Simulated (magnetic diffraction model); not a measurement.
## Which magnetic order? HfCoSn2Pd

Space group I-4m2 (no. 119), a = 4.1990 Å, c = 10.4670 Å.

```
site  atom    x    y       z
  2a    Hf    0    0       0
  4e    Sn    0    0  0.3783
  2c    Pd    0  1/2     1/4
  2d    Co  1/2    0     1/4
```

This is a made-up structure (elements placed in a structure type, unrelaxed), so the numbers test the method and describe no known phase.

Only Co is taken to order (form factors of Co2+); orders and moment sizes are assumed, and not adapted to the symmetry. Radiation: neutrons of λ = 2.36 Å, 3° to 80°; isotropic B of 0.28 Å² (Hf), 0.39 Å² (Sn), 0.35 Å² (Pd) and 0.38 Å² (Co). The intensities are simulated: I ∝ L Σ (|F_N|² + |F_M⊥|²) for unpolarised neutrons, with F_M = 2.695 fm/μB × Σ f(s) S exp(2πi Q·r) exp(−B s²) at Q = H ± k (one set where k and −k are equivalent), only the part normal to Q counting and L = 1/(sin²θ cos θ). For a modulated order the moment at position r is S exp(−2πi k·r) + c.c., with S = m/2 for a sine wave of amplitude m and S = m(u + iv)/2 for moments turning in a plane, u and v being orthogonal unit vectors in it; the phase factor of the sum at Q = H + k is then exp(2πi H·r). Form factors are spin-only for 3d ions and dipole or tabulated for f ions, scattering lengths are Sears's of 1992, and absorption is left out. A label names one of the reflections at its angle. The strongest nuclear line in the range is 100, and lines under 0.2 are left out.

Above the ordering temperature:

```tsv
2θ (°)	index	I
35.25	(1 0 1)	10.1
46.83	(1 1 0)	31.2
52.17	(1 0 3)	99.7
53.61	(0 0 4)	1.2
54.38	(1 1 2)	96.8
68.39	(2 0 0)	100.0
73.89	(1 1 4)	37.5
78.08	(1 0 5)	64.6
79.35	(2 1 1)	5.3
```

Below it (cell unchanged):

```csv
2θ (°),I
4.31,128.9
21.66,4.7
30.50,2.2
33.82,10.0
35.25,10.1
37.17,7.6
46.83,31.2
47.06,4.5
48.60,3.4
48.83,0.7
52.16,3.2
52.17,99.7
53.61,1.2
54.38,96.8
55.97,2.2
56.93,2.4
58.49,0.4
68.39,100.0
68.57,1.6
69.98,1.2
72.69,1.3
73.23,0.9
73.89,37.5
76.71,1.0
78.06,0.8
78.08,64.6
78.52,2.1
79.35,5.3
```

**Question.** Find the propagation vector, then choose among these models:
A. moments turning in the plane of [100] and [010], 2.46 μB on Co
B. a sine wave with moments along [001] (amplitudes given), 2.46 μB on Co
C. moments turning in the plane of [001] and [010], 2.46 μB on Co
D. moments turning in the plane of [001] and [100], 2.46 μB on Co

The new lines index as (0 0 1/3) at 4.31°, (0 0 5/3) at 21.66°, (0 0 7/3) at 30.50° and (1 0 2/3) at 33.82°, that is as H ± k with k = (0 0 1/3). Satellites come in pairs about each point of the reciprocal lattice.

Magnetic intensity, observed (below minus above) and for each model:

| 2θ (°) | index | observed | A | B | C | D |
| --- | --- | --- | --- | --- | --- | --- |
| 4.31 | (0 0 1/3) | 128.9 | 257.8 | <0.2 | 128.9 | 128.9 |
| 21.66 | (0 0 5/3) | 4.7 | 9.4 | <0.2 | 4.7 | 4.7 |
| 30.50 | (0 0 7/3) | 2.2 | 4.4 | <0.2 | 2.2 | 2.2 |
| 33.82 | (1 0 2/3) | 10.0 | 7.3 | 6.4 | 10.0 | 10.0 |
| 37.17 | (1 0 4/3) | 7.6 | 6.7 | 4.2 | 7.6 | 7.6 |
| 48.60 | (1 0 8/3) | 3.4 | 4.2 | 1.3 | 3.4 | 3.4 |
| 55.97 | (1 0 10/3) | 2.2 | 3.1 | 0.7 | 2.2 | 2.2 |
| 73.23 | (1 0 14/3) | 0.9 | 1.5 | <0.2 | 0.9 | 0.9 |

Models C and D match alike on every line, so these data can't choose among them (such ties are often domains of one structure).

The structure used: k = (0 0 1/3), moments turning in the plane of [001] and [010], 2.46 μB on Co.

[Logs are printed without paths, hosts, clocks, repeated set-up lines and the standing remarks that a program may print on its own settings, such as how far it seeks lower states.]
